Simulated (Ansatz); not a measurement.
# Work function of Ni(110): what the settings cost and change

Aim: the numerical settings behind the work function of Ni(110), with the cost of each.

Main program and level: Ansatz 0.2.0; plane-wave DFT, PBE, Ansatz PAW.

Experimental background.

For Ni (clean (110) face, a compiled value), “Anisotropic work function of elemental crystals” (2019, arxiv:1902.07811) quotes earlier work: work function (clean (110) face, a compiled value) 4.55 eV.

## 1. The structure

The cell holds 7 atoms: 7 Ni. Its edges and angles: a = 3.520 Å, b = 2.489 Å, c = 25.467 Å, α = 90.0°, β = 90.0°, γ = 90.0°. Vacuum lies along c.

## 2. Run, setting cutoff 200 eV

A work function rests on the faint tail of the density, so the SCF threshold is tight. The cutoff is raised first; then mesh and smearing are varied at the default cutoff.

The input, input.yaml:

```yaml
crystal:
  lattice:
    - [3.52, 0.0, 0.0]
    - [0.0, 2.4890158698, 0.0]
    - [0.0, 0.0, 25.4670476093]
  atoms:
    - { symbol: Ni, position: [0.0, 0.0, 0.3533978551], spin: 0.7 }
    - { symbol: Ni, position: [0.5, 0.5, 0.4022652367], spin: 0.7 }
    - { symbol: Ni, position: [0.0, 0.0, 0.4511326184], spin: 0.7 }
    - { symbol: Ni, position: [0.5, 0.5, 0.5], spin: 0.7 }
    - { symbol: Ni, position: [0.0, 0.0, 0.5488673816], spin: 0.7 }
    - { symbol: Ni, position: [0.5, 0.5, 0.5977347633], spin: 0.7 }
    - { symbol: Ni, position: [0.0, 0.0, 0.6466021449], spin: 0.7 }
magnetization:
  spin_polarized: true
kpoints:
  mp_grid: { grid: [12, 16, 1] }
hamiltonian:
  xc: pbe
scf:
  occupations: { method: fermi_dirac, width: 0.1 }
  convergence: { dr2_threshold: 1.0e-09 }
efield:
  axis: 3
  dipole_correction: true
  ramp_position: 0.97
  ramp_width: 0.06
basis:
  ecutwfc: "200 eV"
output:
  write_potential: true
  write_density: true
  volumetric_format: npy
  elf: true
```

The run is started by

```console
ansatz run input.yaml --threads 4 --pin off --max-ram 6144MiB --backend cpu --events-out ev --progress --plain --runs-dir out
```

The program printed:

```text
Warning: basis.ecutwfc = 200 eV is below the records' recommended 420 eV, and the density's cutoff is lower with it unless basis.ecutrho_ratio is high enough to keep the records' density cutoff: compare with a run at a higher cutoff
Warning: basis.ecutrho_ratio 4 (ecutrho = 800 eV, dense FFT grid 18×12×120): the grid does not resolve the core-correction charge of Ni (measure 0.10 e/Å^2.5); warned from 0.08. The energy and each atom's force then go with where the atoms sit on the grid: [figures from the program's tests cut] If this deck is also warned that a cutoff or its ratio is below what is recommended, mend that before anything below. First try basis.xc_grid, which is 1 on this run (the dense grid itself), where it is not refused (2, then 3). Above 1 the core-correction charge is laid on the exchange–correlation grid, and this warning is never given, whether or not the level is enough: [rest of the remark cut]
Engine: ansatz 0.2.0, aarch64-unknown-linux-gnu
Pseudopotentials: kind: paw
Pseudopotential: Ni, paw, valence charge 18, recommended cutoff 420 eV (normal), Ni.paw.azcp
Functional definition: PBE
  parameter kappa = 0.804
  parameter beta = 0.066725
  exchange = pbe_x(kappa = kappa, mu = beta*pi^2/3)
  correlation = pbe_c(beta = beta)
Crystal: 7 atoms, lattice volume = 223.125 Å³
Basis set: ecut = 200 eV, 1379 PW (Γ)
Bands: 79, of which v1, the nominal top of the filled ones, is band 63 counted from 1 (62 counted from 0)
Symmetry: 4 space group operations
k-points: 63 of 192
Non-local potential: Ni, projectors of the file, l = 0: 3, l = 1: 2, l = 2: 3, l = 3: 1
PAW form: soft (Blöchl's): semilocal exchange-correlation on the pseudo side does not see the compensation charge
PAW one-centre angular grid: Ni, 590 points (default); XC on 64 Gauss nodes
Initial density: superposition of atomic densities (neutral atoms: chi_scale 0, normalization atom)
Starting moments: Σ|m| = 4.9 μB on 7 of 7 sites
Initial wavefunctions: pseudopotential atomic-orbital guess
Functional: x = pbe(κ = 0.804, μ = 0.219515), c = pbe(β = 0.066725)
SCF iter   1: F=—  HF=-40779.755268 eV  |F-HF|=—  |Δ(HF+E_count)|=         —  Δρ=1.39e-1 (↑7.34e-2 ↓1.39e-1)  dr2=4.41e1  dr2_m=2.93e0  M=7.237 μB ∫|m|=7.598 μB  β_m=0.63  ethr=3.10e-3  p=0.000 e·Å  D=5.67e-14 V/Å  ΔV_dip=-0.00 eV  dr2_dipole=2.07e-8  V_vac-E_F(+/−)=5.18/5.18 eV  ⟨swp⟩=9.6  Hψ=46905  notcnv=0  defer=192
Mixer restart at iter 1: flushing history
efield: sawtooth ramp at fractional position 0.9700 (set: `efield.ramp_position`, or a place that a band, a saddle search or an elastic batch's reference lends), width 0.0600; the density the first Hamiltonian is built on has a dipole p = 0.000 e·Å; the dipole correction subtracts the counter field D = 5.67e-14 V/Å, which shifts the + side's vacuum level by -0.00 eV against the − side's; the planar-averaged density in the ramp window peaks in size at 6.1e-5 e/Å³
preconditioner: auto → LDOS  [metal: Δε(μ)=0.002 eV  Ē_g=6.614 eV  σ=0.100 eV  W_gap=0.00  n_scr=46 (ndim 8)  ℏωp=20.8 eV  f_vac=0.589  D(μ)=15.96/eV (n_scr^D=186)]
spin=Collinear: LDOS preconditioning applied to the charge; magnetization (m = ρ↑ − ρ↓) channel mixes plain (no charge-response kernel on spin).
SCF iter   2: F=—  HF=-40752.501983 eV  |F-HF|=—  |Δ(HF+E_count)|=    2.73e1  Δρ=3.44e-2 (↑2.65e-2 ↓3.44e-2)  dr2=6.64e0  dr2_m=5.84e-2  M=5.711 μB ∫|m|=6.082 μB  β_m=0.31  ethr=3.10e-3  p=-0.000 e·Å  D=-2.37e-5 V/Å  ΔV_dip=0.00 eV  dr2_dipole=2.08e-8  V_vac-E_F(+/−)=5.57/5.57 eV  ⟨swp⟩=3.1  Hψ=26747  notcnv=0  defer=404
density mixer auto → msr1: a metal under ldos (density of states about μ 4.86 of a free-electron gas's, 46 screened modes)
SCF iter   3: F=—  HF=-40758.836923 eV  |F-HF|=—  |Δ(HF+E_count)|=    6.33e0  Δρ=3.45e-2 (↑2.06e-2 ↓3.45e-2)  dr2=5.63e0  dr2_m=1.47e-1  M=5.263 μB ∫|m|=5.643 μB  β_m=0.39  ethr=3.10e-3  p=-0.000 e·Å  D=-8.65e-5 V/Å  ΔV_dip=0.00 eV  dr2_dipole=6.73e-7  V_vac-E_F(+/−)=5.99/5.99 eV  ⟨swp⟩=2.0  Hψ=12401  notcnv=0  defer=494
SCF iter   4: F=—  HF=-40766.755410 eV  |F-HF|=—  |Δ(HF+E_count)|=    7.92e0  Δρ=1.17e-2 (↑7.17e-3 ↓1.17e-2)  dr2=7.37e-1  dr2_m=2.84e-2  M=4.712 μB ∫|m|=5.114 μB  β_m=0.58  ethr=3.10e-3  p=-0.000 e·Å  D=-1.09e-4 V/Å  ΔV_dip=0.00 eV  dr2_dipole=3.95e-7  V_vac-E_F(+/−)=6.05/6.05 eV  ⟨swp⟩=2.5  Hψ=16672  notcnv=0  defer=539
SCF iter   5: F=—  HF=-40769.619682 eV  |F-HF|=—  |Δ(HF+E_count)|=    2.86e0  Δρ=5.11e-3 (↑2.23e-3 ↓5.11e-3)  dr2=5.44e-2  dr2_m=2.30e-2  M=3.989 μB ∫|m|=4.422 μB  β_m=0.77  ethr=5.85e-4  p=-0.000 e·Å  D=-8.43e-5 V/Å  ΔV_dip=0.00 eV  dr2_dipole=7.13e-13  V_vac-E_F(+/−)=5.87/5.88 eV  ⟨swp⟩=2.6  Hψ=16871  notcnv=0  defer=559
SCF iter   6: F=—  HF=-40769.692831 eV  |F-HF|=—  |Δ(HF+E_count)|=   7.31e-2  Δρ=2.33e-3 (↑1.65e-3 ↓2.33e-3)  dr2=2.19e-2  dr2_m=1.02e-3  M=3.905 μB ∫|m|=4.332 μB  β_m=0.66  ethr=4.32e-5  p=-0.000 e·Å  D=-2.56e-5 V/Å  ΔV_dip=0.00 eV  dr2_dipole=6.93e-7  V_vac-E_F(+/−)=5.44/5.44 eV  ⟨swp⟩=2.6  Hψ=16465  notcnv=0  defer=595
SCF iter   7: F=—  HF=-40769.686955 eV  |F-HF|=—  |Δ(HF+E_count)|=   5.88e-3  Δρ=4.24e-4 (↑2.81e-4 ↓4.24e-4)  dr2=8.93e-4  dr2_m=7.45e-5  M=3.890 μB ∫|m|=4.315 μB  β_m=0.63  ethr=1.74e-5  p=-0.000 e·Å  D=-1.85e-6 V/Å  ΔV_dip=0.00 eV  dr2_dipole=4.23e-8  V_vac-E_F(+/−)=5.34/5.35 eV  ⟨swp⟩=2.0  Hψ=15388  notcnv=0  defer=595
SCF iter   8: F=—  HF=-40769.686868 eV  |F-HF|=—  |Δ(HF+E_count)|=   8.73e-5  Δρ=2.31e-4 (↑1.45e-4 ↓2.31e-4)  dr2=4.61e-5  dr2_m=5.50e-5  M=3.893 μB ∫|m|=4.317 μB  β_m=0.78  ethr=7.09e-7  p=-0.000 e·Å  D=-4.43e-6 V/Å  ΔV_dip=0.00 eV  dr2_dipole=8.49e-9  V_vac-E_F(+/−)=5.33/5.34 eV  ⟨swp⟩=2.1  Hψ=15493  notcnv=0  defer=606
SCF iter   9: F=—  HF=-40769.687266 eV  |F-HF|=—  |Δ(HF+E_count)|=   3.98e-4  Δρ=7.68e-5 (↑4.72e-5 ↓7.68e-5)  dr2=8.84e-6  dr2_m=4.80e-6  M=3.895 μB ∫|m|=4.318 μB  β_m=0.89  ethr=3.66e-8  p=0.000 e·Å  D=1.44e-6 V/Å  ΔV_dip=-0.00 eV  dr2_dipole=3.12e-8  V_vac-E_F(+/−)=5.31/5.32 eV  ⟨swp⟩=3.0  Hψ=22255  notcnv=0  defer=606
SCF iter  10: F=—  HF=-40769.687402 eV  |F-HF|=—  |Δ(HF+E_count)|=   1.36e-4  Δρ=3.45e-5 (↑1.97e-5 ↓3.45e-5)  dr2=4.69e-6  dr2_m=6.79e-7  M=3.896 μB ∫|m|=4.319 μB  β_m=0.80  ethr=7.02e-9  p=-0.000 e·Å  D=-5.48e-6 V/Å  ΔV_dip=0.00 eV  dr2_dipole=2.64e-7  V_vac-E_F(+/−)=5.31/5.32 eV  ⟨swp⟩=3.0  Hψ=22598  notcnv=0  defer=606
SCF iter  11: F=—  HF=-40769.687404 eV  |F-HF|=—  |Δ(HF+E_count)|=   1.11e-6  Δρ=1.62e-5 (↑1.17e-5 ↓1.62e-5)  dr2=1.09e-6  dr2_m=1.02e-7  M=3.896 μB ∫|m|=4.319 μB  β_m=0.79  ethr=3.72e-9  p=0.000 e·Å  D=3.24e-6 V/Å  ΔV_dip=-0.00 eV  dr2_dipole=1.40e-7  V_vac-E_F(+/−)=5.31/5.32 eV  ⟨swp⟩=2.2  Hψ=17793  notcnv=0  defer=606
SCF iter  12: F=—  HF=-40769.687404 eV  |F-HF|=—  |Δ(HF+E_count)|=   8.33e-7  Δρ=8.69e-6 (↑5.27e-6 ↓8.69e-6)  dr2=2.42e-7  dr2_m=4.87e-8  M=3.896 μB ∫|m|=4.319 μB  β_m=0.79  ethr=8.62e-10  p=-0.000 e·Å  D=-1.65e-6 V/Å  ΔV_dip=0.00 eV  dr2_dipole=3.82e-8  V_vac-E_F(+/−)=5.31/5.32 eV  ⟨swp⟩=2.8  Hψ=19545  notcnv=0  defer=606
SCF iter  13: F=—  HF=-40769.687405 eV  |F-HF|=—  |Δ(HF+E_count)|=   3.95e-7  Δρ=5.57e-6 (↑1.30e-6 ↓5.57e-6)  dr2=5.43e-8  dr2_m=1.40e-8  M=3.896 μB ∫|m|=4.319 μB  β_m=0.84  ethr=1.92e-10  p=-0.000 e·Å  D=-8.10e-8 V/Å  ΔV_dip=0.00 eV  dr2_dipole=5.17e-14  V_vac-E_F(+/−)=5.31/5.32 eV  ⟨swp⟩=3.0  Hψ=21429  notcnv=0  defer=606
SCF iter  14: F=—  HF=-40769.687405 eV  |F-HF|=—  |Δ(HF+E_count)|=   3.01e-7  Δρ=1.80e-6 (↑1.15e-6 ↓1.80e-6)  dr2=1.43e-8  dr2_m=1.73e-9  M=3.896 μB ∫|m|=4.319 μB  β_m=0.82  ethr=4.31e-11  p=-0.000 e·Å  D=-6.78e-8 V/Å  ΔV_dip=0.00 eV  dr2_dipole=2.81e-10  V_vac-E_F(+/−)=5.31/5.32 eV  ⟨swp⟩=3.0  Hψ=22536  notcnv=0  defer=606
SCF iter  15: F=—  HF=-40769.687405 eV  |F-HF|=—  |Δ(HF+E_count)|=   7.20e-8  Δρ=1.04e-6 (↑7.97e-7 ↓1.04e-6)  dr2=4.77e-9  dr2_m=2.36e-10  M=3.896 μB ∫|m|=4.319 μB  β_m=0.70  ethr=1.14e-11  p=0.000 e·Å  D=1.38e-7 V/Å  ΔV_dip=-0.00 eV  dr2_dipole=2.22e-10  V_vac-E_F(+/−)=5.31/5.32 eV  ⟨swp⟩=3.0  Hψ=22275  notcnv=0  defer=606
SCF iter  16: F=—  HF=-40769.687405 eV  |F-HF|=—  |Δ(HF+E_count)|=   1.86e-8  Δρ=4.75e-7 (↑1.62e-7 ↓4.75e-7)  dr2=4.39e-10  dr2_m=9.90e-11  M=3.896 μB ∫|m|=4.319 μB  β_m=0.77  ethr=3.78e-12  p=0.000 e·Å  D=7.86e-9 V/Å  ΔV_dip=-0.00 eV  dr2_dipole=3.68e-12  V_vac-E_F(+/−)=5.31/5.32 eV  ⟨swp⟩=3.0  Hψ=21683  notcnv=0  defer=606
SCF iter  17: F=-40769.687405 eV  HF=-40769.687405 eV  |F-HF|=7.44e-9  |Δ(HF+E_count)|=   1.97e-8  Δρ=3.62e-7 (↑1.16e-7 ↓3.62e-7)  dr2=2.97e-10  dr2_m=4.49e-11  M=3.896 μB ∫|m|=4.319 μB  ethr=1.00e-12  p=0.000 e·Å  D=1.69e-8 V/Å  ΔV_dip=-0.00 eV  dr2_dipole=4.87e-13  V_vac-E_F(+/−)=5.31/5.32 eV  ⟨swp⟩=10.0  Hψ=45459  notcnv=0
WARN: efield: at this solve's end the planar-averaged density reaches 1.72e-4 e/Å³ inside the ramp window [0.9307, 0.0693] (bound 1e-5 e/Å³); the window's nearer edge stands 7.24 Å from this solve's nearest atom along the axis. Its work functions, free energy, forces, stress, dipole, levels and responses can be off, and this figure does not tell by how much. The cell may have no vacuum along `efield.axis`. A short vacuum, a low `basis.ecutwfc` or `basis.ecutrho_ratio` and negative occupations (`scf.occupations.method`) can put density there. See the manual's quickstart, § The vacuum guard
SCF 1 converged in 17 iterations: F = -40769.687405 eV  dr2 = 2.97e-10
  greatest PAW one-centre occupation: 1.041 electrons in one spin orbital (limit 2), on the Ni atom at site 6 (counted from 0), in its partial waves of l = 1
WARN: The output density's exchange-correlation potential varies sharply where the density is thin. Do not read a vacuum level from v_tot or v_xc, or from such a field of the output density. On a cell that repeats whose density bears no net charge and no dipole along the vacuum's axis use v_es (v_loc + v_h of the components); under efield.dipole_correction with no amplitude use v_es + v_field, which holds any externa [...]
SCF converged after 17 iterations
Magnetization: 3.8961 μB (64.9481 up, 61.0519 down)
Absolute magnetization: 4.3211 μB (∫|ρ↑−ρ↓|, with the PAW one-centre terms)
Spin contamination: 0.0325 ħ² per cell (⟨S²⟩ above its minimum at these occupations)
Per-site moments (μB) at R_I (Å): [(0.639756, 1.026719), (0.550421, 1.026719), (0.548048, 1.026719), (0.581976, 1.026719), (0.548048, 1.026719), (0.550421, 1.026719), (0.639757, 1.026719)]
Free energy (F): -40769.687405 eV
Harris-Foulkes:  -40769.687405 eV  (|F-HF|=7.44e-9)
Internal energy: -40769.138784 eV  (E = F + TS)
E sigma→0 (E₀):  -40769.413094 eV
Entropy (-TS):   -0.548622 eV (-78.375 meV/atom)
Fermi energy:    2.527741 eV
Dipole field:    D = 0.000001 V/Å  (p = 0.000001 e·Å, saw-weighted, corrected)
Work function:   Φ+ = 5.3101 eV (in doubt: plateau slope 4.8e-2 eV/Å)   Φ− = 5.3177 eV (in doubt: plateau slope 4.3e-2 eV/Å)
Levels:          The Fermi level and band energies are counted from a zero that moves with the ramp; work functions are not
Vacuum region:   at the solve's end the planar-averaged density reaches 1.72e-4 e/Å³ inside the ramp window [0.9307, 0.0693] (bound 1e-5 e/Å³)
--- Per-component energies (eV) ---
  E_band       = -3943.857332
  E_kinetic    = 2231.726772
  E_local      = -327611.470061  (includes V_loc(G=0)·N_el)
  E_nonlocal   = 4746.833985
  E_hartree    = 160975.792283
  E_xc         = -609.755545
  E_vxc        = -785.069527  (∫ρ·V_xc dr)
  E_paw        = -11773.093616  (= ΣΔE_a)
  E_vpaw       = -4477.798134  (= ΣTr[D̂ρ^β])
  E_aug_tail   = 0.333612  (compensation charges beyond the density's cutoff)
  E_efield     = 0.000000  (sawtooth field / dipole correction)
  E_vefield    = 0.000000  (∫n·V_field dr)
  E_ewald      = 131270.493787
  E_smearing   = -0.548622  (= −TS)
  E_closure    = -0.000000  (closes the sum)
  Σ components = -40769.687405   (vs F -40769.687405, Δ=0.00e0)
--- Band table (eV; the first three rows and the last of 126) ---
  k-point 0 ↑: bands = [... 59 lower, 1.9691, 1.9818, 2.1341, 2.1538, 2.2985, 2.3555, 2.4450, 2.4873, ... 12 higher]
  k-point 1 ↑: bands = [... 59 lower, 1.8665, 1.9588, 1.9876, 2.0912, 2.1723, 2.3144, 2.3819, 2.5056, ... 12 higher]
  k-point 2 ↑: bands = [... 59 lower, 1.8233, 1.8461, 1.8545, 1.8638, 1.8833, 1.9036, 2.1324, 2.6563, ... 12 higher]
  k-point 62 ↓: bands = [... 59 lower, 2.5089, 2.5967, 2.6084, 2.6456, 4.4952, 4.6028, 6.2662, 6.6314, ... 12 higher]
```

The job ended after 2.1 min (4 threads of Arm Neoverse N1, shared host; peak memory 0.98 GiB).

In the SCF lines HF is the Harris–Foulkes energy and dr2 the Hartree energy of the density residual, in eV; the loop may stop once dr2 is under the threshold and the program's other checks hold. Hψ counts applications of the Hamiltonian.

This step gave:

| Quantity | Value |
| --- | --- |
| energy at zero smearing | -40769.4131 eV |
| total moment | 3.896 μB |
| site moments | 0.6398, 0.5504, 0.5480, 0.5820, 0.5480, 0.5504, 0.6398 μB |
| work function, upper face | 5.310 eV |

Running mean over 1.245 Å of the planar mean; the ramp of the sawtooth is left out. Electron's electrostatic potential energy less the Fermi level against z:

z (Å), electron's electrostatic potential energy less the Fermi level (eV) and a bar from the least value:
```
      3.0       5.22 ##############################
      3.5       5.18 ##############################
      4.0       5.13 ##############################
      4.5       5.07 ##############################
      5.0       4.99 ##############################
      5.5       4.91 #############################
      6.0       4.80 #############################
      6.5       4.64 #############################
      7.0       4.36 ############################
      7.5       3.63 ###########################
      8.0       1.03 #####################
      8.5      -4.14 ##########
      9.0      -7.97 ##
      9.5      -8.89 
     10.0      -9.00 
     10.5      -9.03 
     11.0      -9.06 
     11.5      -9.06 
     12.0      -9.05 
     12.5      -9.05 
     13.0      -9.05 
     13.5      -9.05 
     14.0      -9.06 
     14.5      -9.05 
     15.0      -9.03 
     15.5      -8.99 
     16.0      -8.87 
     16.5      -7.85 ###
     17.0      -3.79 ###########
     17.5       1.29 ######################
     18.0       3.71 ###########################
     18.5       4.38 ############################
     19.0       4.65 #############################
     19.5       4.81 #############################
     20.0       4.91 #############################
     20.5       5.00 ##############################
     21.0       5.07 ##############################
     21.5       5.13 ##############################
     22.0       5.18 ##############################
```

Site moment by atom:

```tsv
atom	site moment (μB)
Ni1	0.640
Ni2	0.550
Ni3	0.548
Ni4	0.582
Ni5	0.548
Ni6	0.550
Ni7	0.640
```

Spin density in the ca plane at fractional y = 0.000, with atoms of Ni within 0.2 Å of it.

Ten even steps from '0' (0.0 e/Å³) to '9' (1.9 e/Å³), each cell a mean:
```
00000000025100003400000430000153000000000000
00000000000000000000000000000000000000000000
00000000000000000000000000000000000000000000
00000000000000000000000000000000000000000000
00000000000000000000000000000000000000000000
00000000000000000000000000000000000000000000
00000000000000000000000000000000000000000000
00000000001000001100000110000011000000000000
00000000049200005810001761000295000000000000
```
Columns run along c (16.0 Å, from fractional 0.21 to 0.84 of the cell), rows up along a (3.5 Å). Atoms in or near the plane, at fractional coordinates: Ni at (0.35, 0.00), Ni at (0.45, 0.00), Ni at (0.55, 0.00), Ni at (0.65, 0.00).

Valence density in the ca plane at fractional y = 0.000, with atoms of Ni within 0.2 Å of it. It is the smooth field of the valence electrons, not physical close to the nuclei.

Values in e/Å³, 5 rows by 16 columns, each cell a mean:
```
 0  0  0  9  2  2  9  0 10  2  3  9  0  0  0  0
 0  0  0  0  0  0  0  0  0  0  0  0  0  0  0  0
 0  0  0  0  0  0  0  0  0  0  0  0  0  0  0  0
 0  0  0  1  0  0  1  0  1  0  0  1  0  0  0  0
 0  0  0 17  4  4 17  0 18  3  5 16  0  0  0  0
```
Columns run along c (16.0 Å, from fractional 0.21 to 0.84 of the cell), rows up along a (3.5 Å). Atoms in or near the plane, at fractional coordinates: Ni at (0.35, 0.00), Ni at (0.45, 0.00), Ni at (0.55, 0.00), Ni at (0.65, 0.00).

Electrostatic potential energy in the ca plane at fractional y = 0.000, with atoms of Ni within 0.2 Å of it. With pseudopotentials it is smooth inside the atoms' cores, unlike the true potential.

Ten even steps from '0' (-58 eV) to '9' (8 eV), each cell a mean:
```
99999998510279840027983003897200489999999999
99999999854689975479997557998645899999999999
99999999999999999999999999999999999999999999
99999999999999999999999999999999999999999999
99999999999999999999999999999999999999999999
99999999999999999999999999999999999999999999
99999999987899987789998778999878899999999999
99999999631479962148985225898412699999999999
99999998400169830017972002896100389999999999
```
Columns run along c (16.0 Å, from fractional 0.21 to 0.84 of the cell; values clipped at the 3rd and 97th percentile), rows up along a (3.5 Å). Atoms in or near the plane, at fractional coordinates: Ni at (0.35, 0.00), Ni at (0.45, 0.00), Ni at (0.55, 0.00), Ni at (0.65, 0.00).

The work function is 5.310 eV. The program marks this work function as in doubt.

## 3. Run

Edit input.yaml of step 2 so:

```diff
@@ -28,3 +28,3 @@
 basis:
-  ecutwfc: "200 eV"
+  ecutwfc: "300 eV"
 output:
@@ -33,2 +33 @@
   volumetric_format: npy
-  elf: true
```

The program printed:

```text
[...]
Crystal: 7 atoms, lattice volume = 223.125 Å³
Basis set: ecut = 300 eV, 2633 PW (Γ)
Bands: 79, of which v1, the nominal top of the filled ones, is band 63 counted from 1 (62 counted from 0)
Symmetry: 4 space group operations
k-points: 63 of 192
[...]
k-point 1 ↑: bands = [... 59 lower, 2.2507, 2.4126, 2.4419, 2.4434, 2.5997, 2.6872, 2.6993, 2.9371, ... 12 higher]
  k-point 2 ↑: bands = [... 59 lower, 2.2277, 2.3691, 2.3936, 2.4882, 2.4892, 2.6515, 2.7576, 3.0730, ... 12 higher]
  k-point 62 ↓: bands = [... 59 lower, 3.4817, 3.5364, 3.5496, 3.6387, 4.0487, 4.2982, 5.9785, 6.2976, ... 12 higher]
[key lines of the parts left out:]
SCF converged after 19 iterations
Magnetization: 4.7522 μB (65.3761 up, 60.6239 down)
Free energy (F): -40873.722072 eV
Fermi energy:    3.244647 eV
Dipole field:    D = -0.000004 V/Å  (p = -0.000005 e·Å, saw-weighted, corrected)
Work function:   Φ+ = 4.5361 eV   Φ− = 4.5361 eV
```

The job ended after 3.2 min (4 threads; peak memory 1.5 GiB; 11 min of CPU time).

The work function is 4.536 eV, -0.774 eV from the run “cutoff 200 eV”, at 1.6 times its CPU time.

## 4. Run

Edit input.yaml of step 3 so:

```diff
@@ -28,3 +28,3 @@
 basis:
-  ecutwfc: "300 eV"
+  ecutwfc: "420 eV"
 output:
```

The program printed:

```text
[...]
Crystal: 7 atoms, lattice volume = 223.125 Å³
Basis set: ecut = 420 eV, 4347 PW (Γ)
Bands: 79, of which v1, the nominal top of the filled ones, is band 63 counted from 1 (62 counted from 0)
Symmetry: 4 space group operations
k-points: 63 of 192
[...]
k-point 1 ↑: bands = [... 59 lower, 2.2635, 2.4240, 2.4464, 2.4595, 2.6074, 2.6841, 2.7020, 2.9451, ... 12 higher]
  k-point 2 ↑: bands = [... 59 lower, 2.2361, 2.3750, 2.4038, 2.4997, 2.5006, 2.6507, 2.7568, 3.0782, ... 12 higher]
  k-point 62 ↓: bands = [... 59 lower, 3.4985, 3.5515, 3.5596, 3.6518, 4.0152, 4.2770, 5.9532, 6.2761, ... 12 higher]
[key lines of the parts left out:]
SCF converged after 20 iterations
Magnetization: 4.8250 μB (65.4125 up, 60.5875 down)
Free energy (F): -40875.652290 eV
Fermi energy:    3.268042 eV
Dipole field:    D = 0.000003 V/Å  (p = 0.000004 e·Å, saw-weighted, corrected)
Work function:   Φ+ = 4.5342 eV   Φ− = 4.5343 eV
```

It took 4.9 min on 4 threads; peak memory 2.3 GiB.

The work function is 4.534 eV, -0.776 eV from the run “cutoff 200 eV”, at 2.4 times its CPU time.

[end of part 1 of 3]

[Long decimals in the printed logs are rounded to 6 places.]

[Logs are printed without paths, hosts, clocks, repeated set-up lines and the standing remarks that a program may print on its own settings, such as how far it seeks lower states.]

[Hosts, paths, dates, database ids (printed as entryN), source tags and the programs' standing remarks are cut or masked in the printed files.]

[Maps of the electrostatic potential energy from Ansatz leave out the sawtooth potential of an applied field or a dipole correction, so their vacuum need not be flat; planar profiles and work functions include it.]
